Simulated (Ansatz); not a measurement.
# What Ba2C (model cell, started as cuprite) distorts into

Wanted: the energy along a soft mode of Ba2C (model cell, started as cuprite) and the structure at the end.

Main program and level: Ansatz 0.2.0; DFT PBEsol, scalar-relativistic, plane waves, PAW.

The structure was built from a prototype and need not be the compound's stable phase.

### Step 1. The starting structure

It takes space group Pn-3m (No. 224, cubic). The conventional cell has a = 6.182 Å, b = 6.182 Å, c = 6.182 Å, α = 90.00°, β = 90.00°, γ = 90.00°. Nearest to C lie 4 Ba at 2.68 Å. Nearest to Ba lie 2 C at 2.68 Å. Farther neighbours are not listed.

### Step 2. Phonons on a q mesh

The cell comes from relaxations at this level that are not shown. Stability and thermal properties need the whole zone. Linear response on a 2×2×2 q mesh gives force constants as far as a supercell of that size would.

input.yaml reads:

```yaml
crystal:
  lattice:
    - [6.1820686643, 0.0, 0.0]
    - [0.0, 6.1820686643, 0.0]
    - [0.0, 0.0, 6.1820686643]
  atoms:
    - { symbol: C, position: [0.0, 0.0, 0.0] }
    - { symbol: C, position: [0.5, 0.5, 0.5] }
    - { symbol: Ba, position: [0.25, 0.25, 0.25] }
    - { symbol: Ba, position: [0.75, 0.75, 0.25] }
    - { symbol: Ba, position: [0.75, 0.25, 0.75] }
    - { symbol: Ba, position: [0.25, 0.75, 0.75] }
kpoints:
  mp_grid: { grid: [6, 6, 6] }
hamiltonian:
  xc: pbesol
scf:
  occupations: { method: methfessel_paxton, width: 0.2 }
output:
  eigenvalues: true
phonons:
  method: dfpt
  qmesh: [2, 2, 2]
  temperatures: { t_max: 1000, t_step: 50 }
  qpath:
    path:
      - [[0.0, 0.0, 0.0], [0.0, 0.5, 0.0], [0.5, 0.5, 0.0], [0.0, 0.0, 0.0], [0.5, 0.5, 0.5], [0.0, 0.5, 0.0]]
      - [[0.5, 0.5, 0.5], [0.5, 0.5, 0.0]]
    npoints: 10
```

Launch:

```sh
$ ansatz run input.yaml --threads 8 --pin off --max-ram 14336MiB --backend cpu --events-out ev --progress --plain --runs-dir out
```

Numbers of over 12 decimals in the logs are rounded to 6 here.

The log of the run:

```text
Warning: phonons: the dynamical matrix that this run interpolates holds no multipole term above the dipole-dipole one, and a site of this crystal is no centre of inversion, so its interpolated transverse optical and acoustic branches and sound speeds can stay off near Gamma, and the density of states and the thermodynamics with them. What a run solves at a wave vector of phonons.qpoints, Gamma apart, where the deck admits one, is free of this, and under fd what a larger phonons.supercell samples
Engine: ansatz 0.2.0, aarch64-unknown-linux-gnu
Pseudopotentials: kind: paw
Pseudopotential: C, paw, valence charge 4, recommended cutoff 420 eV (normal), C.paw.azcp
Pseudopotential: Ba, paw, valence charge 10, recommended cutoff 420 eV (normal), Ba.paw.azcp
Functional definition: PBEsol
  exchange = pbesol_x
  correlation = pbesol_c
Crystal: 6 atoms, lattice volume = 236.266 Å³
Basis set: ecut = 420 eV, 4625 PW (Γ), exchange–correlation on 96×96×96 points (8 copies of the dense FFT grid, shifted against one another)
Bands: 30, of which v1, the nominal top of the filled ones, is band 24 counted from 1 (23 counted from 0)
Symmetry: 48 space group operations
k-points: 20 of 216
Non-local potential: C, projectors of the file, l = 0: 2, l = 1: 2, l = 2: 1
Non-local potential: Ba, projectors of the file, l = 0: 3, l = 1: 2, l = 2: 2, l = 3: 2
PAW form: soft (Blöchl's): semilocal exchange-correlation on the pseudo side does not see the compensation charge
PAW frozen core: C, regenerated for the run's functional, and the local potential with it (the file was generated under x = pbe(κ = 0.804, μ = 0.219515), c = pbe(β = 0.066725))
PAW frozen core: Ba, regenerated for the run's functional, and the local potential with it (the file was generated under x = pbe(κ = 0.804, μ = 0.219515), c = pbe(β = 0.066725))
PAW one-centre angular grid: C, 110 points (default); XC on 64 Gauss nodes
PAW one-centre angular grid: Ba, 194 points (default); XC on 64 Gauss nodes
Initial density: superposition of atomic densities (neutral atoms: chi_scale 0, normalization atom), corrected by the library's trained network
Initial wavefunctions: pseudopotential atomic-orbital guess
Functional: x = pbesol(κ = 0.804, μ = 0.123457), c = pbesol(β = 0.046)
SCF iter   1: F=—  HF=-23937.978470 eV  |F-HF|=—  |Δ(HF+E_count)|=         —  Δρ=5.68e-3  dr2=1.39e-1  ethr=1.77e-3  ⟨swp⟩=10.9  Hψ=7486  notcnv=0
automatic band count: the SCF goes on with 36 bands, as 30 were too few: they end inside the smearing window of the response
preconditioner: auto → Kerker (q_TF=auto, 2.092 Å⁻¹)  [metal: Δε(μ)=0.007 eV  Ē_g=10.770 eV  σ=0.200 eV  W_gap=0.03  n_scr=32 (ndim 8)  ℏωp=15.3 eV  f_vac=0.000  D(μ)=13.34/eV (n_scr^D=122)]
SCF iter   2: F=—  HF=-23937.962100 eV  |F-HF|=—  |Δ(HF+E_count)|=   1.64e-2  S|Δr|=    0.00e0  Δρ=2.52e-3  dr2=2.45e-2  ethr=2.89e-4  ⟨swp⟩=1.0  Hψ=880  notcnv=0
SCF iter   3: F=—  HF=-23937.959261 eV  |F-HF|=—  |Δ(HF+E_count)|=   2.84e-3  S|Δr|=    0.00e0  Δρ=5.28e-4  dr2=1.62e-3  ethr=5.11e-5  ⟨swp⟩=2.0  Hψ=768  notcnv=0
SCF iter   4: F=—  HF=-23937.959175 eV  |F-HF|=—  |Δ(HF+E_count)|=   8.58e-5  S|Δr|=    0.00e0  Δρ=2.14e-4  dr2=1.90e-4  ethr=3.38e-6  ⟨swp⟩=2.0  Hψ=1118  notcnv=0
SCF iter   5: F=—  HF=-23937.959170 eV  |F-HF|=—  |Δ(HF+E_count)|=   5.22e-6  S|Δr|=    0.00e0  Δρ=8.07e-5  dr2=1.84e-5  ethr=3.95e-7  ⟨swp⟩=1.2  Hψ=658  notcnv=0
SCF iter   6: F=—  HF=-23937.959174 eV  |F-HF|=—  |Δ(HF+E_count)|=   4.80e-6  S|Δr|=    0.00e0  Δρ=1.31e-5  dr2=5.37e-7  ethr=3.84e-8  ⟨swp⟩=3.0  Hψ=1207  notcnv=0
SCF iter   7: F=—  HF=-23937.959125 eV  |F-HF|=—  |Δ(HF+E_count)|=   4.97e-5  S|Δr|=    0.00e0  Δρ=4.40e-6  dr2=4.42e-8  ethr=1.12e-9  ⟨swp⟩=2.7  Hψ=830  notcnv=0
SCF iter   8: F=—  HF=-23937.959125 eV  |F-HF|=—  |Δ(HF+E_count)|=   1.79e-8  S|Δr|=    0.00e0  Δρ=1.40e-6  dr2=1.09e-8  ethr=9.21e-11  ⟨swp⟩=3.0  Hψ=1224  notcnv=0
SCF iter   9: F=—  HF=-23937.959125 eV  |F-HF|=—  |Δ(HF+E_count)|=  6.55e-10  S|Δr|=    0.00e0  Δρ=1.93e-7  dr2=1.98e-10  ethr=2.27e-11  ⟨swp⟩=1.5  Hψ=667  notcnv=0
SCF iter  10: F=-23937.959125 eV  HF=-23937.959125 eV  |F-HF|=1.46e-11  |Δ(HF+E_count)|=  2.55e-11  S|Δr|=    0.00e0  Δρ=3.13e-8  dr2=2.75e-12  ethr=1.00e-12  ⟨swp⟩=11.2  Hψ=4324  notcnv=0
SCF 1 converged in 10 iterations: F = -23937.959125 eV  dr2 = 2.75e-12
  greatest PAW one-centre occupation: 0.957 electrons in one spin orbital (limit 2), on the Ba atom at site 5 (counted from 0), in its partial waves of l = 0
Initial density: read from a saved state, or passed on in memory by an earlier SCF of this step, an earlier step, the calling program or the single point that the run made first
iter 1 solved again at ethr=2.99e-7 eV; its pass at ethr=3.10e-3 eV (dr2=1.43e-4 eV) is discarded
SCF iter   1: F=—  HF=-23937.959172 eV  |F-HF|=—  |Δ(HF+E_count)|=         —  Δρ=6.54e-7  dr2=1.32e-9  ethr=2.99e-7  ⟨swp⟩=3.9  Hψ=5026  notcnv=0
eigensolver tolerance schedule: the retry pair's looser diagonalisation over-reported the residual by 108745.05 of it (diagonalisation noise at an unbounded share of the residual, at the tolerance the schedule requests for it); recorded, not acted on — ethr = c·dr2/N_el stays at c = 1.0e-1
preconditioner: auto → Kerker (q_TF=auto, 2.092 Å⁻¹)  [metal: Δε(μ)=0.006 eV  Ē_g=9.815 eV  σ=0.200 eV  W_gap=0.02  n_scr=32 (ndim 8)  ℏωp=15.3 eV  f_vac=0.000  D(μ)=12.95/eV (n_scr^D=122)]
SCF iter   2: F=—  HF=-23937.959125 eV  |F-HF|=—  |Δ(HF+E_count)|=   4.75e-5  S|Δr|=    0.00e0  Δρ=4.54e-7  dr2=8.78e-10  ethr=2.75e-12  ⟨swp⟩=4.1  Hψ=1800  notcnv=0
SCF iter   3: F=—  HF=-23937.959125 eV  |F-HF|=—  |Δ(HF+E_count)|=  6.55e-11  S|Δr|=    0.00e0  Δρ=2.63e-7  dr2=2.64e-10  ethr=1.83e-12  ⟨swp⟩=1.0  Hψ=600  notcnv=0
SCF iter   4: F=—  HF=-23937.959125 eV  |F-HF|=—  |Δ(HF+E_count)|=  3.27e-11  S|Δr|=    0.00e0  Δρ=1.11e-7  dr2=3.58e-11  ethr=1.00e-12  ⟨swp⟩=1.0  Hψ=600  notcnv=0
SCF iter   5: F=-23937.959125 eV  HF=-23937.959125 eV  |F-HF|=7.28e-12  |Δ(HF+E_count)|=    0.00e0  S|Δr|=    0.00e0  Δρ=3.70e-8  dr2=3.26e-12  ethr=1.00e-12  ⟨swp⟩=1.9  Hψ=1565  notcnv=0
SCF 2 converged in 5 iterations: F = -23937.959125 eV  dr2 = 3.26e-12
phonons: the bands overlap, so this run is a metal and interpolates without the dipole-dipole term. If the crystal is really an insulator or semiconductor, its LO-TO splitting is missing
NSCF: frozen V_eff on 20 k-points
NSCF: frozen V_eff on 68 k-points
DFPT response loops at q = (0, 0, 0) (fractional): preconditioner auto → Kerker (q_TF=auto, 2.092 Å⁻¹) (partly filled bands, converged f_vac=0.000); β = 1.00, the filter's whole step (`scf.mixing.beta` (0.50) is not read by the response loops under this deck's `scf.mixing.preconditioner`; to damp them name `kerker` or `kerker_dos`, under which they read `scf.mixing.beta`, and type it under 1.00, their step now; both keys bind the ground state too); Broyden in place of MSR1
NSCF: frozen V_eff on 224 k-points
DFPT response loops at q = (0, 0, -0.5) (fractional): mixed as the last ones told, above
NSCF: frozen V_eff on 224 k-points
DFPT response loops at q = (0, -0.5, -0.5) (fractional): mixed as the last ones told, above
NSCF: frozen V_eff on 136 k-points
DFPT response loops at q = (-0.5, -0.5, -0.5) (fractional): mixed as the last ones told, above
SCF converged after 10 iterations
Stability not checked: this state was not tested for a lower state beside it, because cold or Methfessel-Paxton smearing, or corrected tetrahedra, fill the levels in a way that the test cannot read (fill_not_monotonic; see scf.lower_state_search)
Free energy (F): -23937.959125 eV
Harris-Foulkes:  -23937.959125 eV  (|F-HF|=1.46e-11)
Internal energy: -23937.932134 eV  (E = F + TS)
E sigma→0 (E₀):  -23937.952377 eV
Entropy (-TS):   -0.026991 eV (-4.498 meV/atom)
Fermi energy:    6.397617 eV
--- Per-component energies (eV) ---
  E_band       = -270.628241
  E_kinetic    = 836.480005
  E_local      = -1688.633025  (includes V_loc(G=0)·N_el)
  E_nonlocal   = 290.317506
  E_hartree    = 551.210605
  E_xc         = -756.519803
  E_vxc        = -652.852137  (∫ρ·V_xc dr)
  E_paw        = -20750.507225  (= ΣΔE_a)
  E_vpaw       = -158.361850  (= ΣTr[D̂ρ^β])
  E_aug_tail   = -0.000000  (compensation charges beyond the density's cutoff)
  E_ewald      = -2420.928129
  E_core_change = 0.647934  (= ΣΔE_core)
  E_smearing   = -0.026991  (= −TS)
  E_closure    = -0.000000  (closes the sum)
  Σ components = -23937.959125   (vs F -23937.959125, Δ=0.00e0)
--- Band table (eV; the first three rows and the last of 20) ---
  k-point 0: bands = [... 20 lower, 4.5462, 4.6611, 6.5955, 6.5955, 7.0953, 7.0953, 7.0953, 7.1427, ... 8 higher]
  k-point 1: bands = [... 20 lower, 4.6886, 4.8070, 6.5522, 6.6869, 6.6869, 6.7186, 7.1075, 7.1606, ... 8 higher]
  k-point 2: bands = [... 20 lower, 5.0424, 5.1729, 6.1830, 6.1830, 6.3936, 6.8606, 7.0724, 7.4045, ... 8 higher]
  k-point 19: bands = [... 20 lower, 4.8288, 6.2777, 6.2777, 6.2777, 6.6730, 6.6730, 6.6730, 8.5298, ... 8 higher]
--- Phonons (Γ-DFPT): 2 representative perturbations + reference (Σ response iterations 7) ---
  ASR residual: 3.020e-5 → 0.000e0 eV/Å²; symmetrization residual: 3.317e-7 eV/Å²
  ASR residual per site (eV/Å²): 3.02e-5 3.02e-5 4.21e-6 4.21e-6 4.21e-6 4.21e-6
  Γ frequencies (cm⁻¹): -114.31 -114.31 -114.31 0.00 0.00 0.00 33.31 33.31 33.31 52.65 52.65 111.27 146.25 146.25 146.25 202.79 202.79 202.79
--- Phonons (arbitrary-q DFPT): 4 irreducible q on the 2×2×2 mesh ---
  q = [0.0000, 0.0000, 0.0000] (star 1, of the zone-centre solve; hermiticity 3.71e-7, symmetrization 5.33e-13): -114.31 -114.31 -114.31 -0.00 0.00 0.00 33.31 33.31 33.31 52.65 52.65 111.27 146.25 146.25 146.25 202.79 202.79 202.79
  q = [0.0000, 0.0000, -0.5000] (star 3, 4 solved perturbations in 284 linear systems a pass and spin channel, the states on 112 of 216 k-point pairs; hermiticity 7.98e-7, symmetrization 1.50e-13): -131.72 -131.72 -117.75 -117.75 -18.38 -18.38 31.90 31.90 31.91 31.91 42.09 42.09 63.72 63.72 115.58 115.58 233.29 233.29
  q = [0.0000, -0.5000, -0.5000] (star 3, 4 solved perturbations in 284 linear systems a pass and spin channel, the states on 112 of 216 k-point pairs; hermiticity 2.02e-7, symmetrization 1.01e-13): -75.58 -75.58 -58.03 -58.03 -47.05 -47.05 21.84 21.84 50.97 50.97 52.86 52.86 76.07 76.07 141.86 141.86 209.09 209.09
  q = [-0.5000, -0.5000, -0.5000] (star 1, 2 solved perturbations in 108 linear systems a pass and spin channel, the states on 68 of 216 k-point pairs; hermiticity 1.84e-7, symmetrization 4.46e-13): -78.39 -78.39 -78.39 -70.52 -70.52 -26.50 -26.50 -26.50 64.89 64.89 64.89 85.15 85.15 85.15 113.96 206.13 206.13 206.13
  sum rule: each row above includes the acoustic sum rule's correction from the zone centre's row sums; it moved no ω² by more than (0.83 cm⁻¹)²
  mesh force constants: q→R imaginary residual 3.45e-17; ASR residual 3.020e-5 → 0.000e0 eV/Å²; symmetrization residual 2.665e-15 eV/Å²
  interpolated dispersion: 62 rows × 18 modes
  density of states and harmonic sums: on the 10×10×10 q-mesh, interpolated from the force constants of a 2×2×2 supercell (no non-analytic term)
  largest difference from the sums on the solved wave vectors: F 1.74e-2 eV, S 2.20e-5 and C_V 3.07e-6 eV/K
  zero-point energy: 0.068994 eV/cell   skipped modes (ω ≤ 0): 347, of them read as no rigid motion or as one in doubt: 344 (6.283e0 modes/cell left out, lowest -131.72 cm⁻¹)   left out of the sums: 3.49e-1 of the cell's modes: C_V's classical limit lies that fraction below 3 k_B per atom; for a crystal, a wire or a layer, F and S can be off by more, and a phonons.interpolated_qmesh denser along its periods is the remedy for the sampling
```

Elapsed: 2 min, on 8 threads of Arm Neoverse V2, shared host; peak memory 2.8 GiB; 15 min of CPU time.

This step gave:

| Property | Result |
| --- | --- |
| volume per atom | 39.38 Å³ |
| gap on the k-mesh | 0 eV |
| sum-rule residual before enforcement | 3.02e-5 eV/Å² |
| lowest frequency on the path | -131.7 cm⁻¹ |
| point group | m-3m |
| highest frequency on the path or at a solved wavevector | 233.3 cm⁻¹ |
| highest optical mode at the zone centre (no LO-TO term) | 202.8 cm⁻¹ |
| lowest optical zone-centre mode | -114.3 cm⁻¹ |
| lowest mode on the q mesh (acoustic modes at Γ apart) | -131.7 cm⁻¹ |

Frequencies (cm⁻¹) solved at each irreducible wavevector; negative means imaginary. Frequencies by wavevector, by row:

```
q in reciprocal lattice units  star  mode 1  mode 2  mode 3  mode 4  mode 16  mode 17  mode 18
                        0 0 0     1  -114.3  -114.3  -114.3       0    202.8    202.8    202.8
                     0 0 -0.5     3  -131.7  -131.7  -117.8  -117.8    115.6    233.3    233.3
                  0 -0.5 -0.5     3   -75.6   -75.6     -58     -58    141.9    209.1    209.1
               -0.5 -0.5 -0.5     1   -78.4   -78.4   -78.4   -70.5    206.1    206.1    206.1
```

Interpolated from a 2×2×2 q mesh. Phonon branches along the path, in cm⁻¹:

```
    point  branch 1  branch 2  branch 3  branch 4  branch 15  branch 16  branch 17  branch 18
        Γ      -114      -114      -114         0        146        203        203        203
  halfway      -122      -122      -120        12        109        167        223        223
        X      -132      -132      -118      -118        116        116        233        233
  halfway      -112      -112       -89       -89        134        134        219        219
        M       -76       -76       -58       -58        142        142        209        209
  halfway      -127      -112      -112       -29        112        194        194        221
        Γ      -114      -114      -114         0        146        203        203        203
  halfway      -108      -108      -101       -44        110        197        206        206
        R       -78       -78       -78       -70        114        206        206        206
  halfway      -101       -88       -83       -55        119        168        208        217
        X      -132      -132      -118      -118        116        116        233        233
jump to R       -78       -78       -78       -70        114        206        206        206
  halfway       -77       -77       -76       -64        110        186        208        208
        M       -76       -76       -58       -58        142        142        209        209
```

Symmetry leaves 4 wavevectors to solve. The lowest mode among them, the acoustic zeros apart, lies at q = (0, 0, -0.5) and is imaginary, 131.7i cm⁻¹, so the energy falls along it.

### Step 3. The mode frozen in, largest atomic shift 0 Å

The mode followed lies at q = (0, 0, -0.5) with frequency 117.7i cm⁻¹ and is 2-fold degenerate, one of the unstable modes though not the softest. At small amplitude the distorted cell has space group no. 67 by a symmetry search on the positions. The undistorted cell that holds it gives the zero of energy on the same k mesh.

System of this step: Ba2C (model cell, started as cuprite). Symmetry: Pn-3m, No. 224, cubic system. The conventional cell has a = 6.182 Å, b = 6.182 Å, c = 6.182 Å, α = 90.00°, β = 90.00°, γ = 90.00°. Nearest to C lie 4 Ba at 2.68 Å. Nearest to Ba lie 2 C at 2.68 Å. Farther neighbours are not listed.

input.yaml reads:

```yaml
crystal:
  lattice:
    - [6.1820686643, 0.0, 0.0]
    - [0.0, 6.1820686643, 0.0]
    - [0.0, 0.0, 12.3641373286]
  atoms:
    - { symbol: C, position: [0.0, 0.0, 0.0] }
    - { symbol: C, position: [0.0, 0.0, 0.5] }
    - { symbol: C, position: [0.5, 0.5, 0.25] }
    - { symbol: C, position: [0.5, 0.5, 0.75] }
    - { symbol: Ba, position: [0.25, 0.25, 0.125] }
    - { symbol: Ba, position: [0.25, 0.25, 0.625] }
    - { symbol: Ba, position: [0.75, 0.75, 0.125] }
    - { symbol: Ba, position: [0.75, 0.75, 0.625] }
    - { symbol: Ba, position: [0.75, 0.25, 0.375] }
    - { symbol: Ba, position: [0.75, 0.25, 0.875] }
    - { symbol: Ba, position: [0.25, 0.75, 0.375] }
    - { symbol: Ba, position: [0.25, 0.75, 0.875] }
kpoints:
  mp_grid: { grid: [6, 6, 4] }
hamiltonian:
  xc: pbesol
scf:
  occupations: { method: methfessel_paxton, width: 0.2 }
output:
  forces: true
  stress: true
  eigenvalues: true
```

The log of the run:

```text
[...]
Crystal: 12 atoms, lattice volume = 472.532 Å³
Basis set: ecut = 420 eV, 9261 PW (Γ), exchange–correlation on 90×90×180 points (8 copies of the dense FFT grid, shifted against one another)
Bands: 60, of which v1, the nominal top of the filled ones, is band 48 counted from 1 (47 counted from 0)
Symmetry: 32 space group operations
[...]
k-points: 30 of 144
[...]
k-point 0: bands = [... 44 lower, 5.7625, 5.7625, 6.4196, 6.4196, 6.5955, 6.5957, 7.0943, 7.0943, ... 8 higher]
  k-point 1: bands = [... 44 lower, 6.0499, 6.0499, 6.3560, 6.5734, 6.6651, 6.7500, 6.8000, 6.8000, ... 8 higher]
  k-point 2: bands = [... 44 lower, 6.4427, 6.4427, 6.4427, 6.4427, 6.4837, 6.4837, 6.8688, 6.8688, ... 8 higher]
  k-point 29: bands = [... 44 lower, 6.3897, 6.3897, 6.4253, 6.4253, 6.4253, 6.4253, 6.5436, 6.5436, ... 8 higher]
[key lines of the parts left out:]
SCF converged after 7 iterations
Free energy (F): -47875.918520 eV
Fermi energy:    6.396407 eV
P = ⅓ Tr σ = 0.0053 GPa (0.053 kbar)
```

It took 6 s on 8 threads; peak memory 2 GiB.

Numbers from this step:

```
pressure                         : 0.005304 GPa
energy from the undistorted cell : 0 meV/atom
```

The run ends at a pressure of 0.01 GPa.

### Step 4. The mode frozen in, largest atomic shift 0.22 Å

The atoms are moved along the unstable eigenvector, the largest shift by 0.22 Å, with the cell fixed.

input.yaml reads:

```yaml
crystal:
  lattice:
    - [6.1820686643, 0.0, 0.0]
    - [0.0, 6.1820686643, 0.0]
    - [0.0, 0.0, 12.3641373286]
  atoms:
    - { symbol: C, position: [0.0, 0.0, 0.0177933967] }
    - { symbol: C, position: [0.0, 0.0, 0.4822066033] }
    - { symbol: C, position: [0.5, 0.5, 0.2322066033] }
    - { symbol: C, position: [0.5, 0.5, 0.7677933967] }
    - { symbol: Ba, position: [0.25, 0.25, 0.125] }
    - { symbol: Ba, position: [0.25, 0.25, 0.625] }
    - { symbol: Ba, position: [0.75, 0.75, 0.125] }
    - { symbol: Ba, position: [0.75, 0.75, 0.625] }
    - { symbol: Ba, position: [0.7462174914, 0.2537825086, 0.3753740919] }
    - { symbol: Ba, position: [0.7537825086, 0.2462174914, 0.8746259081] }
    - { symbol: Ba, position: [0.2537825086, 0.7462174914, 0.3753740919] }
    - { symbol: Ba, position: [0.2462174914, 0.7537825086, 0.8746259081] }
kpoints:
  mp_grid: { grid: [6, 6, 4] }
hamiltonian:
  xc: pbesol
scf:
  occupations: { method: methfessel_paxton, width: 0.2 }
output:
  forces: true
  stress: true
  eigenvalues: true
```

The log of the run:

```text
[...]
Crystal: 12 atoms, lattice volume = 472.532 Å³
Basis set: ecut = 420 eV, 9261 PW (Γ), exchange–correlation on 90×90×180 points (8 copies of the dense FFT grid, shifted against one another)
Bands: 60, of which v1, the nominal top of the filled ones, is band 48 counted from 1 (47 counted from 0)
Symmetry: 8 space group operations
[...]
k-points: 39 of 144
[...]
k-point 0: bands = [... 44 lower, 5.7096, 5.7657, 6.2754, 6.4039, 6.5900, 6.6900, 6.9700, 7.0336, ... 8 higher]
  k-point 1: bands = [... 44 lower, 5.9117, 6.0423, 6.2080, 6.5982, 6.6588, 6.7584, 6.7731, 6.9535, ... 8 higher]
  k-point 2: bands = [... 44 lower, 6.0670, 6.2419, 6.3843, 6.4562, 6.6104, 6.8312, 6.8338, 6.8983, ... 8 higher]
  k-point 38: bands = [... 44 lower, 6.2712, 6.3852, 6.4251, 6.4259, 6.4400, 6.4640, 6.5003, 6.5289, ... 8 higher]
[key lines of the parts left out:]
SCF converged after 8 iterations
Free energy (F): -47875.949863 eV
Fermi energy:    6.399680 eV
P = ⅓ Tr σ = -0.1071 GPa (-1.071 kbar)
```

Wall time 7.8 s (8 threads); peak memory 2.1 GiB; 59 s of CPU time.

Numbers from this step:

```yaml
pressure: -0.1071 GPa
energy_from_the_undistorted_cell: -3.656 meV/atom
```

The energy, extrapolated to zero smearing, is -3.66 meV/atom against the undistorted cell.

The run ends at a pressure of -0.11 GPa, with forces up to 0.22 eV/Å.

(Continued in part 2 of 2.)

[Logs are printed without paths, hosts, clocks, repeated set-up lines and the standing remarks that a program may print on its own settings, such as how far it seeks lower states.]

[Hosts, paths, dates, database ids (printed as entryN), source tags and the programs' standing remarks are cut or masked in the printed files.]
